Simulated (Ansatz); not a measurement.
# G0W0 on several functionals: Cs2AgBiF6 (Fm-3m)

One-shot GW is not self-consistent; how far does the start matter for Cs2AgBiF6 (Fm-3m)?

Program: Ansatz 0.2.0. Level of theory: G0W0 on several functionals, plane waves, PAW. Results are calculated unless marked as measured.

In doubt: one-shot GW on d or f shells is unsure, so the values of those runs are not to be relied on.

## (1) Starting point

Symmetry: Fm-3m, No. 225, cubic system. Conventional cell: a = 9.348 Å, b = 9.348 Å, c = 9.348 Å, α = 90.00°, β = 90.00°, γ = 90.00°. Nearest to Cs lie 12 F at 3.31 Å. Nearest to Ag lie 6 F at 2.42 Å. Bi has 6 F at 2.26 Å nearest. Nearest to F lie 1 Bi at 2.26 Å and 1 Ag at 2.42 Å and 4 Cs at 3.31 Å. Farther neighbours and most contacts between anions are not listed.

Coordinates:

```cif
data_structure
_symmetry_space_group_name_H-M 'P 1'
_symmetry_Int_Tables_number 1
_cell_length_a 6.6101
_cell_length_b 6.6101
_cell_length_c 6.6101
_cell_angle_alpha 60.000
_cell_angle_beta 60.000
_cell_angle_gamma 60.000
_cell_volume 204.23
loop_
_atom_site_label
_atom_site_type_symbol
_atom_site_fract_x
_atom_site_fract_y
_atom_site_fract_z
_atom_site_occupancy
Cs1 Cs 0.75000 0.75000 0.75000 1
Cs2 Cs 0.25000 0.25000 0.25000 1
Ag3 Ag 0.50000 0.50000 0.50000 1
Bi4 Bi 0.00000 0.00000 0.00000 1
F5 F 0.75873 0.24127 0.24127 1
F6 F 0.24127 0.24127 0.75873 1
F7 F 0.24127 0.75873 0.75873 1
F8 F 0.24127 0.75873 0.24127 1
F9 F 0.75873 0.24127 0.75873 1
F10 F 0.75873 0.75873 0.24127 1
```

The cell and positions are those that the Materials Project relaxed with its own functionals (PBE, PBE+U or r2SCAN), kept fixed. Spin-orbit coupling is left out unless a step names it.

## (2) G0W0 on PBE

G0W0 replaces the xc potential by the self-energy, built once from these orbitals. Only a window of levels is corrected, while the sums run over the empty bands that the input names. This step takes PAW set soft_1 files.

This step: G0W0 on PBE, plane waves, PAW; PAW set soft_1.

Contents of input.yaml:

```yaml
crystal:
  lattice:
    - [0.0, 4.6740694725, 4.6740694725]
    - [4.6740694725, 0.0, 4.6740694725]
    - [4.6740694725, 4.6740694725, 0.0]
  atoms:
    - { symbol: Cs, position: [0.75, 0.75, 0.75] }
    - { symbol: Cs, position: [0.25, 0.25, 0.25] }
    - { symbol: Ag, position: [0.5, 0.5, 0.5] }
    - { symbol: Bi, position: [0.0, 0.0, 0.0] }
    - { symbol: F, position: [0.75872864, 0.24127136, 0.24127136] }
    - { symbol: F, position: [0.24127136, 0.24127136, 0.75872864] }
    - { symbol: F, position: [0.24127136, 0.75872864, 0.75872864] }
    - { symbol: F, position: [0.24127136, 0.75872864, 0.24127136] }
    - { symbol: F, position: [0.75872864, 0.24127136, 0.75872864] }
    - { symbol: F, position: [0.75872864, 0.75872864, 0.24127136] }
kpoints:
  mp_grid: { grid: [4, 4, 4] }
hamiltonian:
  xc: pbe
  pseudopotentials: { kind: paw, azcp: { folder: soft_1 } }
scf:
  occupations: { method: fixed }
gw:
  n_empty_bands: 1027
  ecut_chi: 170.0
  qp_bands: [v3, c3]
  qp_kpoints: band_edges
  screening: { model: contour_deformation }
```

Run with:

```
$ ansatz run input.yaml --threads 2 --pin off --max-ram 92160MiB --backend cuda --events-out ev --progress --plain --runs-dir out --devices 1 --max-vram 13GiB
```

Numbers of over 12 decimals in the logs are rounded to 6 here.

The log of the run:

```text
GPUs: using 1 of 1 available (devices: 1).
Engine: ansatz 0.2.0, x86_64-unknown-linux-gnu
Pseudopotentials: kind: paw
Pseudopotential: Cs, paw, valence charge 9, recommended cutoff 420 eV (normal), soft_1/Cs.paw.azcp
Pseudopotential: Ag, paw, valence charge 19, recommended cutoff 420 eV (normal), soft_1/Ag.paw.azcp
Pseudopotential: Bi, paw, valence charge 15, recommended cutoff 420 eV (normal), soft_1/Bi.paw.azcp
Pseudopotential: F, paw, valence charge 7, recommended cutoff 420 eV (normal), soft_1/F.paw.azcp
Functional definition: PBE
  parameter kappa = 0.804
  parameter beta = 0.066725
  exchange = pbe_x(kappa = kappa, mu = beta*pi^2/3)
  correlation = pbe_c(beta = beta)
device memory: the entry about to start is reckoned to put 2.8 GiB on a device that reports 53.5 GiB free (of which the cap on the GPU budget leaves the run 13.0 GiB)
GPU FFT provider: cuFFT
GPU libraries: cuBLAS 13.8.2, cuFFT 12.4.0, cuSOLVER 12.3.4
Crystal: 10 atoms, lattice volume = 204.228 Å³
Basis set: ecut = 420 eV, 4015 PW (Γ)
Bands: 57, of which v1, the nominal top of the filled ones, is band 47 counted from 1 (46 counted from 0)
Symmetry: 48 space group operations
Space group: Fm-3m (ITA 225), of the structure as read, at distance tolerance 5.9e-5 Å
k-points: 8 of 64
Non-local potential: Cs, projectors of the file, l = 0: 3, l = 1: 2, l = 2: 2, l = 3: 2
Non-local potential: Ag, projectors of the file, l = 0: 3, l = 1: 2, l = 2: 2, l = 3: 1
Non-local potential: Bi, projectors of the file, l = 0: 2, l = 1: 2, l = 2: 2, l = 3: 1
Non-local potential: F, projectors of the file, l = 0: 2, l = 1: 2, l = 2: 1
PAW form: soft (Blöchl's): semilocal exchange-correlation on the pseudo side does not see the compensation charge
PAW one-centre angular grid: Cs, 194 points (default); XC on 64 Gauss nodes
PAW one-centre angular grid: Ag, 590 points (default); XC on 64 Gauss nodes
PAW one-centre angular grid: Bi, 590 points (default); XC on 64 Gauss nodes
PAW one-centre angular grid: F, 110 points (default); XC on 64 Gauss nodes
Initial density: superposition of atomic densities (chi_scale 0.1, normalization cell, long waves kept (reshape's long-wave potential 0.01 eV rms))
Initial wavefunctions: pseudopotential atomic-orbital guess
GPU buffer pool allocated for 91125 grid points (all kernels)
GPU transforms: local potential and band sums: pruned to the plane-wave sphere, on 45×45×45
Functional: x = pbe(κ = 0.804, μ = 0.219515), c = pbe(β = 0.066725)
SCF iter   1: F=—  HF=-36200.992299 eV  |F-HF|=—  |Δ(HF+E_count)|=         —  Δρ=1.60e-1  dr2=4.74e1  ethr=3.10e-3  ⟨swp⟩=5.2  Hψ=1501  notcnv=0  defer=50
preconditioner: auto → Resta (q_TF=auto, 2.397 Å⁻¹)  ε∞=4.2  [insulator: Δε(μ)=1.100 eV  Ē_g=12.245 eV  n_scr=58 (ndim 8)  ℏωp=22.0 eV  f_vac=0.019  ε∞_Penn≈4.2]
SCF iter   2: F=—  HF=-36189.502943 eV  |F-HF|=—  |Δ(HF+E_count)|=    1.15e1  Δρ=6.26e-2  dr2=5.29e0  ethr=3.10e-3  ⟨swp⟩=4.0  Hψ=1164  notcnv=0  defer=56
SCF iter   3: F=—  HF=-36188.398750 eV  |F-HF|=—  |Δ(HF+E_count)|=    1.10e0  Δρ=1.77e-2  dr2=1.12e0  ethr=3.10e-3  ⟨swp⟩=2.0  Hψ=874  notcnv=0  defer=46
SCF iter   4: F=—  HF=-36188.101468 eV  |F-HF|=—  |Δ(HF+E_count)|=   2.97e-1  Δρ=4.82e-3  dr2=1.03e-1  ethr=1.19e-3  ⟨swp⟩=2.6  Hψ=794  notcnv=0  defer=60
SCF iter   5: F=—  HF=-36188.081514 eV  |F-HF|=—  |Δ(HF+E_count)|=   2.00e-2  Δρ=2.12e-3  dr2=1.13e-2  ethr=1.09e-4  ⟨swp⟩=3.1  Hψ=752  notcnv=0  defer=59
SCF iter   6: F=—  HF=-36188.083734 eV  |F-HF|=—  |Δ(HF+E_count)|=   2.22e-3  Δρ=1.02e-3  dr2=1.56e-3  ethr=1.21e-5  ⟨swp⟩=3.0  Hψ=904  notcnv=0  defer=59
SCF iter   7: F=—  HF=-36188.083546 eV  |F-HF|=—  |Δ(HF+E_count)|=   1.88e-4  Δρ=1.41e-4  dr2=3.82e-5  ethr=1.66e-6  ⟨swp⟩=2.0  Hψ=806  notcnv=0  defer=59
SCF iter   8: F=—  HF=-36188.083563 eV  |F-HF|=—  |Δ(HF+E_count)|=   1.66e-5  Δρ=3.40e-5  dr2=3.07e-6  ethr=4.07e-8  ⟨swp⟩=2.0  Hψ=811  notcnv=0  defer=52
SCF iter   9: F=—  HF=-36188.083563 eV  |F-HF|=—  |Δ(HF+E_count)|=   4.47e-7  Δρ=7.60e-6  dr2=1.50e-7  ethr=3.27e-9  ⟨swp⟩=2.0  Hψ=785  notcnv=0  defer=52
SCF iter  10: F=-36188.083563 eV  HF=-36188.083563 eV  |F-HF|=1.45e-8  |Δ(HF+E_count)|=   1.33e-7  Δρ=1.97e-6  dr2=1.11e-8  ethr=1.06e-10  ⟨swp⟩=11.2  Hψ=1829  notcnv=0
SCF 1 converged in 10 iterations: F = -36188.083563 eV  dr2 = 1.11e-8
  greatest PAW one-centre occupation: 1.001 electrons in one spin orbital (limit 2), on the Ag atom at site 2 (counted from 0), in its partial waves of l = 0
device memory: the entry about to start is reckoned to put 3.4 GiB on a device that reports 53.4 GiB free (of which the cap on the GPU budget leaves the run 13.0 GiB)
NSCF: frozen V_eff on 8 k-points
the band table was solved once the SCF had ended and its energy, with any forces and stress, was formed, with the checks that follow a solve (1706 applications of the Hamiltonian). They found nothing against the state; the energy, forces and stress were not computed again (output.eigenvalues in the input reference)
device memory: the entry about to start is reckoned to put 5.7 GiB on a device that reports 52.7 GiB free (of which the cap on the GPU budget leaves the run 13.0 GiB)
NSCF: frozen V_eff on 8 k-points
G₀W₀ screening: q 1/8
[... further progress lines ...]
device memory: the entry about to start is reckoned to put 1.2 GiB on a device that reports 51.5 GiB free (of which the cap on the GPU budget leaves the run 13.0 GiB)
NSCF: frozen V_eff on 1 k-points
SCF converged after 10 iterations
Free energy (F): -36188.083563 eV
Harris-Foulkes:  -36188.083563 eV  (|F-HF|=1.45e-8)
Internal energy: -36188.083563 eV  (E = F + TS)
E sigma→0 (E₀):  -36188.083563 eV
Fermi energy:    6.038955 eV
--- Per-component energies (eV) ---
  E_band       = -769.743383
  E_kinetic    = 2195.268061
  E_local      = -9608.450165  (includes V_loc(G=0)·N_el)
  E_nonlocal   = 1013.032031
  E_hartree    = 4038.256840
  E_xc         = -1135.227785
  E_vxc        = -1203.671829  (∫ρ·V_xc dr)
  E_paw        = -25966.932448  (= ΣΔE_a)
  E_vpaw       = -1242.443548  (= ΣTr[D̂ρ^β])
  E_aug_tail   = 0.004665  (compensation charges beyond the density's cutoff)
  E_ewald      = -6724.034761
  E_smearing   = -0.000000  (= −TS)
  E_closure    = 0.000000  (closes the sum)
  Σ components = -36188.083563   (vs F -36188.083563, Δ=0.00e0)
--- Band table (eV; the first three rows and the last of 8) ---
  k-point 0: bands = [... 43 lower, 4.5939, 4.5939, 5.4466, 5.4466, 9.4980, 9.4980, 9.4980, 9.8362, ... 6 higher]
  k-point 1: bands = [... 43 lower, 4.6071, 4.6071, 5.2929, 5.2929, 8.9659, 9.9148, 9.9148, 10.9494, ... 6 higher]
  k-point 2: bands = [... 43 lower, 4.6158, 4.6158, 5.1512, 5.1512, 8.7370, 10.4005, 10.4005, 11.7940, ... 6 higher]
  k-point 7: bands = [... 43 lower, 4.6228, 4.6600, 5.2412, 5.9386, 9.7010, 10.1401, 10.1401, 10.9003, ... 6 higher]
--- G₀W₀: contour deformation, 7 samples at zero and on the imaginary axis and 2 off it, 64 q-points, 1027 empty bands' worth ---
  eigenvalues of the whole cell's RPA ε∞ on this k-mesh (on a slab, of 1 + 4πα/V) = 2.8137, 2.8137, 2.8137; static W/v taken at q = 0 is 0.355401
  bands read: the sum over 1074 bands ends inside a degenerate multiplet in 4 slots, whose members it reads at an even weight; the widest, k=0: bands 1074 to 1075 (counted from 1) at 1/2 each
  gw.qp_kpoints: band_edges: 8 of 8 stored k-points solved, in 1 pass; an edge of the gap read off the rows below is read off those points alone
    ik  band        ε_KS         Σx   Σc(E_QP)       V_xc       Z   E_QP_lin       E_QP  E_QP is
     0    45      4.5939   -34.7946     5.2216   -27.9790  0.7380     2.9116     2.9999  root
     0    46      5.4466   -35.8570     5.1629   -29.2377  0.7440     3.9274     3.9903  root
     0    47      5.4466   -35.8570     5.1629   -29.2377  0.7440     3.9274     3.9903  root
     0    48      9.4980    -9.0908    -3.3194   -13.2841  0.8296    10.3816    10.3719  root
     0    49      9.4980    -9.0908    -3.3194   -13.2841  0.8296    10.3816    10.3719  root
     0    50      9.4980    -9.0908    -3.3194   -13.2841  0.8296    10.3816    10.3719  root
     1    45      4.6071   -34.8329     5.2297   -28.0123  0.7382     2.9288     3.0162  root
     1    46      5.2929   -35.3976     5.1215   -28.8040  0.7418     3.7512     3.8208  root
     1    47      5.2929   -35.3976     5.1215   -28.8040  0.7418     3.7512     3.8208  root
     1    48      8.9659    -9.6490    -3.4228   -13.9059  0.8265     9.8084     9.8001  root
     1    49      9.9148   -10.4974    -3.2334   -14.6794  0.8203    10.8762    10.8633  root
     1    50      9.9148   -10.4974    -3.2334   -14.6794  0.8203    10.8762    10.8633  root
     2    45      4.6158   -34.8434     5.2315   -28.0235  0.7382     2.9406     3.0275  root
     2    46      5.1512   -35.1502     5.1282   -28.5337  0.7388     3.5853     3.6628  root
     2    47      5.1512   -35.1502     5.1282   -28.5337  0.7388     3.5853     3.6628  root
     2    48      8.7370    -9.1156    -3.6158   -13.5544  0.8288     9.5679     9.5599  root
     2    49     10.4005   -12.2577    -3.1892   -16.5063  0.8071    11.4801    11.4597  root
     2    50     10.4005   -12.2577    -3.1892   -16.5063  0.8071    11.4801    11.4597  root
     3    45      4.6226   -34.8819     5.2398   -28.0543  0.7384     2.9487     3.0348  root
     3    46      5.3988   -33.9891     4.6805   -27.9075  0.7492     3.9418     3.9977  root
     3    47      5.4482   -35.8779     5.1683   -29.2523  0.7440     3.9280     3.9910  root
     3    48      9.1938   -10.6257    -3.2479   -14.7326  0.8208    10.0620    10.0529  root
     3    49      9.9201   -10.3401    -3.3340   -14.6291  0.8202    10.8887    10.8752  root
     3    50      9.9201   -10.3401    -3.3340   -14.6291  0.8202    10.8887    10.8752  root
[...]
6    49     10.1546    -9.4522    -3.9720   -14.3834  0.8050    11.1310    11.1137  root
     6    50     10.3504   -11.7804    -3.3839   -16.2184  0.8078    11.4249    11.4045  root
     7    45      4.6600   -35.0228     5.2663   -28.1735  0.7388     2.9932     3.0770  root
     7    46      5.2412   -35.2783     5.1136   -28.6860  0.7408     3.6898     3.7625  root
     7    47      5.9386   -34.2551     4.4455   -28.5233  0.7583     4.6167     4.6523  root
     7    48      9.7010   -10.0802    -3.8052   -14.8124  0.8128    10.6416    10.6280  root
     7    49     10.1401   -11.4103    -3.2335   -15.6569  0.8134    11.1697    11.1532  root
     7    50     10.1401   -11.4103    -3.2335   -15.6569  0.8134    11.1697    11.1532  root
```

Wall time 77 s (1 × NVIDIA H100 80GB HBM3 (shared by 6 runs) with 2 threads of AMD EPYC 7R13 (Zen 3), shared host); peak memory 3.5 GiB; 2.1 min of CPU time.

This step gave:

```
bands summed                                 : 1074
RPA ε∞ on this mesh (eigenvalues)            : 2.814, 2.814, 2.814
plane waves in the screening matrix          : 965
q-points in the mesh                         : 64
G0W0 gap on the mesh                         : 4.783 eV
k of the valence top                         : 0, -0.5, -0.5
k of the conduction bottom                   : 0, 0, -0.5
starting gap on the mesh                     : 2.698 eV
Z at the valence top                         : 0.7602
Z at the conduction bottom                   : 0.8288
least direct G0W0 gap on the computed points : 5.721 eV
```

The gap on the mesh goes from 2.70 eV to 4.78 eV, a correction of +2.08 eV. Between the two edge states, bare exchange in place of the xc potential would open the gap by 10.05 eV, and correlation takes back 7.97 eV.

(Part 1 of 2 ends here.)

[Paths, hosts, dates, memory and timing lines, banners, echoed tables and standing remarks are left out of the program output.]

[Logs are printed without paths, hosts, clocks, repeated set-up lines and the standing remarks that a program may print on its own settings, such as how far it seeks lower states.]

[Runs of the session that timed out or met a known fault of the program may be left out.]

[Cells called generated may have been cut or substituted from an entry of the Crystallography Open Database or the Materials Project.]

[Hosts, paths, dates, database ids (printed as entryN), source tags and the programs' standing remarks are cut or masked in the printed files.]
